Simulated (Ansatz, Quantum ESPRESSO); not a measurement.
# Ballistic transmission: vacuum gap of 4.5 Å between two Al(111) faces, part 3 of 4

Aim: the zero-bias transmission with pwcond for this junction: vacuum gap of 4.5 Å between two Al(111) faces.

Quantum ESPRESSO 7.5; plane-wave DFT, PBE, GBRV ultrasoft pseudopotentials; cross-check by Ansatz 0.2.0 with PAW datasets.

So far. Step 2 (Ground state): The run needed 52 iterations to bring the estimated error under 1e-07 Ry; the largest force on any atom, held or free, is 0.20 eV/Å. Step 3 (Transmission with pwcond.x): At no point does T exceed the number of channels.

### Step 4. The open system, with nz1 = 3

Level of this step: transmission by pwcond, lead and junction from one cell; plane-wave DFT, PBE, GBRV ultrasoft pseudopotentials (Quantum ESPRESSO).

A sensitivity test on the input.

File cond.w.in:

```
&inputcond
  outdir = './out'
  prefixt = 'scf'
  tran_file = 'cond.w.dat'
  bdl = 2.4494897419
  bds = 15.4556797554
  ikind = 1
  ewind = 4.0
  epsproj = 1e-05
  nz1 = 3
  energy0 = 0.4
  denergy = -0.4
/
19
  0.00000000 0.00000000 0.00694444
  0.00000000 0.08333333 0.04166667
  0.00000000 0.16666667 0.04166667
  0.00000000 0.25000000 0.04166667
  0.00000000 0.33333333 0.04166667
  0.00000000 0.41666667 0.04166667
  0.00000000 0.50000000 0.02083333
  0.08333333 0.16666667 0.04166667
  0.08333333 0.25000000 0.08333333
  0.08333333 0.33333333 0.08333333
  0.08333333 0.41666667 0.08333333
  0.08333333 0.50000000 0.08333333
  0.16666667 0.33333333 0.04166667
  0.16666667 0.41666667 0.08333333
  0.16666667 0.50000000 0.08333333
  0.16666667 0.58333333 0.04166667
  0.25000000 0.50000000 0.04166667
  0.25000000 0.58333333 0.08333333
  0.33333333 0.66666667 0.01388889
3
```

On the command line:

```bash
$ OMP_NUM_THREADS=1 mpirun -n 2 pwcond.x -in cond.w.in > cond.w.out
```

The program printed:

```text
[banner, memory and clock lines left out]
Program PWCOND v.7.5 starts
[citation notice left out]

[...]
./out/scf.save/

     IMPORTANT: XC functional enforced from input :
     Exchange-correlation= PBE
                           (   1   4   3   4   0   0   0)
     Any further DFT definition will be discarded
     Please, verify this is what you really want

     Reading collected, re-writing distributed wavefunctions

===== INPUT FILE containing all the regions =====

     GEOMETRY:

     lattice parameter (alat)  =       5.3984  a.u.
     the volume                =    2105.7870 (a.u.)^3
     the cross section         =      25.2384 (a.u.)^2
     l of the unit cell        =      15.4557 (alat)
     number of atoms/cell      =           18
     number of atomic types    =            1

     crystal axes: (cart. coord. in units of alat)
               a(1) = (  1.0000  0.0000  0.0000 )
               a(2) = (  0.5000  0.8660  0.0000 )
               a(3) = (  0.0000  0.0000 15.4557 )

   Cartesian axes

     site n.     atom                  positions (alat units)
          1        Al     tau(  1)=(  0.0000  0.0000 15.4557  )
          2        Al     tau(  2)=(  0.5000  0.2887  0.8165  )
          3        Al     tau(  3)=(  1.0000  0.5774  1.6330  )
          4        Al     tau(  4)=(  0.0000  0.0000  2.4495  )
          5        Al     tau(  5)=(  0.5000  0.2887  3.2660  )
          6        Al     tau(  6)=(  1.0000  0.5774  4.0825  )
          7        Al     tau(  7)=(  0.0000  0.0000  4.8990  )
          8        Al     tau(  8)=(  0.5000  0.2887  5.7155  )
          9        Al     tau(  9)=(  1.0000  0.5774  6.5320  )
         10        Al     tau( 10)=(  0.0000  0.0000  8.1072  )
         11        Al     tau( 11)=(  0.5000  0.2887  8.9237  )
         12        Al     tau( 12)=(  1.0000  0.5774  9.7402  )
         13        Al     tau( 13)=(  0.0000  0.0000 10.5567  )
         14        Al     tau( 14)=(  0.5000  0.2887 11.3732  )
         15        Al     tau( 15)=(  1.0000  0.5774 12.1897  )
         16        Al     tau( 16)=(  0.0000  0.0000 13.0062  )
         17        Al     tau( 17)=(  0.5000  0.2887 13.8227  )
         18        Al     tau( 18)=(  1.0000  0.5774 14.6392  )

     nr1s                      =           24
     nr2s                      =           24
     nr3s                      =          360
     nr1sx                     =           24
     nr2sx                     =           24
     nr3sx                     =          360
     nr1                       =           25
     nr2                       =           25
     nr3                       =          375
     nr1x                      =           25
     nr2x                      =           25
     nr3x                      =          375

 _______________________________
  Radii of nonlocal spheres:

     type       ibeta     ang. mom.          radius (alat units)
       Al         1         0                    0.3554
       Al         2         1                    0.3554
       Al         3         2                    0.3554
----- General information -----

--- T calc. with identical leads (ikind=1) ---

     nrx                       =           24
     nry                       =           24
     nz1                       =            3

     energy0               =         4.0E-01
     denergy               =        -4.0E-01
     nenergy               =          3
     ecut2d                =         4.0E+01
     ewind                 =         4.0E+00
     epsproj               =         1.0E-05

     number of k_|| points=   19
                       cryst. coord.
        k(    1) = (   0.0000000   0.0000000), wk =   0.0069444
        k(    2) = (   0.0000000   0.0833333), wk =   0.0416667
[...]
k(   19) = (   0.3333333   0.6666667), wk =   0.0138889
----- Information about left/right lead -----

     nocros                   =            9
     noins                    =           18
     norb                     =           36
     norbf                    =          144
     nrz                      =           57

      iorb      type   ibeta   ang. mom.   m       position (alat)
        1        1       1        0        1   taunew(   1)=(  0.0000  0.0000  0.0000)
        2        1       2        1        1   taunew(   2)=(  0.0000  0.0000  0.0000)
[...]
36        1       3        2        5   taunew(  36)=(  0.0000  0.0000  2.4495)
    k slab    z(k)  z(k+1)     crossing(iorb=1,norb)
    1   0.0000 0.0430 0.0430   111111111000000000000000000000000000
    2   0.0430 0.0859 0.0430   111111111000000000000000000000000000
[...]
57   2.4065 2.4495 0.0430   000000000000000000000000000111111111
----- Information about scattering region -----

     noins                    =          126
     norb                     =          144
     norbf                    =          144
     nrz                      =          303

      iorb      type   ibeta   ang. mom.   m       position (alat)
        1        1       1        0        1   taunew(   1)=(  0.0000  0.0000  0.0000)
        2        1       2        1        1   taunew(   2)=(  0.0000  0.0000  0.0000)
[...]
144        1       3        2        5   taunew( 144)=(  0.0000  0.0000 13.0062)
 ngper, shell number =           85          11
 ngper, n2d =           85          64
---  E-Ef =    0.4000000  k =    0.0000000   0.0000000
---  ie =          1  ik =          1
 Nchannels of the left tip =            1
 Right moving states:
   k1(2pi/a)   k2(2pi/a)   E-Ef (eV)
   0.0077188   0.0000017   0.4000000
 Left moving states:
   k1(2pi/a)   k2(2pi/a)   E-Ef (eV)
  -0.0077188   0.0000017   0.4000000

 to transmit
 Band j to band i transmissions and reflections:
    j         i     |T_ij|^2    |R_ij|^2

    1 -->     1     0.50483     0.49517
   Total T_j, R_j =    0.50483  0.49517

E-Ef(ev), T(x2 spins) =    0.4000000   1.0096575
---  E-Ef =    0.0000000  k =    0.0000000   0.0000000
---  ie =          2  ik =          1
 Nchannels of the left tip =            1
 Right moving states:
   k1(2pi/a)   k2(2pi/a)   E-Ef (eV)
  -0.0281023   0.0000018   0.0000000
 Left moving states:
   k1(2pi/a)   k2(2pi/a)   E-Ef (eV)
   0.0281024   0.0000018   0.0000000

 to transmit
 Band j to band i transmissions and reflections:
    j         i     |T_ij|^2    |R_ij|^2

    1 -->     1     0.44077     0.55923
   Total T_j, R_j =    0.44077  0.55923

E-Ef(ev), T(x2 spins) =    0.0000000   0.8815414
---  E-Ef =   -0.4000000  k =    0.0000000   0.0000000
---  ie =          3  ik =          1
 Nchannels of the left tip =            1
 Right moving states:
   k1(2pi/a)   k2(2pi/a)   E-Ef (eV)
  -0.0644792   0.0000018  -0.4000000
 Left moving states:
   k1(2pi/a)   k2(2pi/a)   E-Ef (eV)
   0.0644792   0.0000018  -0.4000000

 to transmit
 Band j to band i transmissions and reflections:
    j         i     |T_ij|^2    |R_ij|^2

    1 -->     1     0.39194     0.60806
   Total T_j, R_j =    0.39194  0.60806

E-Ef(ev), T(x2 spins) =   -0.4000000   0.7838730
 ngper, shell number =           85          47
 ngper, n2d =           85          66
[... further energies and points left out ...]
---  E-Ef =    0.4000000  k =    0.3333333   0.6666667
---  ie =          1  ik =         19
 Nchannels of the left tip =            3
 Right moving states:
   k1(2pi/a)   k2(2pi/a)   E-Ef (eV)
   0.0915409   0.0000005   0.4000000
   0.0915409   0.0000005   0.4000000
   0.0923178   0.0000004   0.4000000
 Left moving states:
   k1(2pi/a)   k2(2pi/a)   E-Ef (eV)
  -0.0915408   0.0000005   0.4000000
  -0.0915408   0.0000005   0.4000000
  -0.0923179   0.0000004   0.4000000

 to transmit
 Band j to band i transmissions and reflections:
    j         i     |T_ij|^2    |R_ij|^2

    1 -->     1     0.01501     0.00353
    1 -->     2     0.00000     0.98146
    1 -->     3     0.00000     0.00000
   Total T_j, R_j =    0.01501  0.98499

    2 -->     1     0.00000     0.98039
    2 -->     2     0.01608     0.00353
    2 -->     3     0.00000     0.00000
   Total T_j, R_j =    0.01608  0.98392

    3 -->     1     0.00000     0.00000
    3 -->     2     0.00000     0.00000
    3 -->     3     0.00247     0.99753
   Total T_j, R_j =    0.00247  0.99753

E-Ef(ev), T(x2 spins) =    0.4000000   0.0671044
---  E-Ef =    0.0000000  k =    0.3333333   0.6666667
---  ie =          2  ik =         19
 Nchannels of the left tip =            0
 Right moving states:
   k1(2pi/a)   k2(2pi/a)   E-Ef (eV)
 Left moving states:
   k1(2pi/a)   k2(2pi/a)   E-Ef (eV)

 to transmit
          E-Ef(ev), T =    0.0000000   0.0000000
---  E-Ef =   -0.4000000  k =    0.3333333   0.6666667
---  ie =          3  ik =         19
 Nchannels of the left tip =            0
 Right moving states:
   k1(2pi/a)   k2(2pi/a)   E-Ef (eV)
 Left moving states:
   k1(2pi/a)   k2(2pi/a)   E-Ef (eV)

 to transmit
          E-Ef(ev), T =   -0.4000000   0.0000000
   T_tot     0.40000      0.44623E+00
   T_tot     0.00000      0.33527E+00
   T_tot    -0.40000      0.27777E+00

[...]
```

Run time: 73 s. Hardware: 2 MPI ranks of Arm Neoverse V2, shared host; peak memory 0.14 GiB.

The changed values were drawn from a wide range, not chosen for quality; the comparison shows what they did here together.

Beside the run it was changed from:

```
                                  quantity  this run  unchanged run  difference
 transmission at the Fermi level, one spin    0.1676         0.1676      2.1e-5
lead channels at the Fermi level, one spin     1.340          1.340           0
                             wall time (s)        73             88
```

Over all energies T moves by up to 6.6e-5, at 0.4 eV.

The physical values in this table stay within 0.05 %.

(Continued in part 4 of 4.)

[Logs are printed without paths, hosts, clocks, repeated set-up lines and the standing remarks that a program may print on its own settings, such as how far it seeks lower states.]

[Hosts, paths, dates, database ids (printed as entryN), source tags and the programs' standing remarks are cut or masked in the printed files.]

[Maps of the electrostatic potential energy from Ansatz leave out the sawtooth potential of an applied field or a dipole correction, so their vacuum need not be flat; planar profiles and work functions include it.]
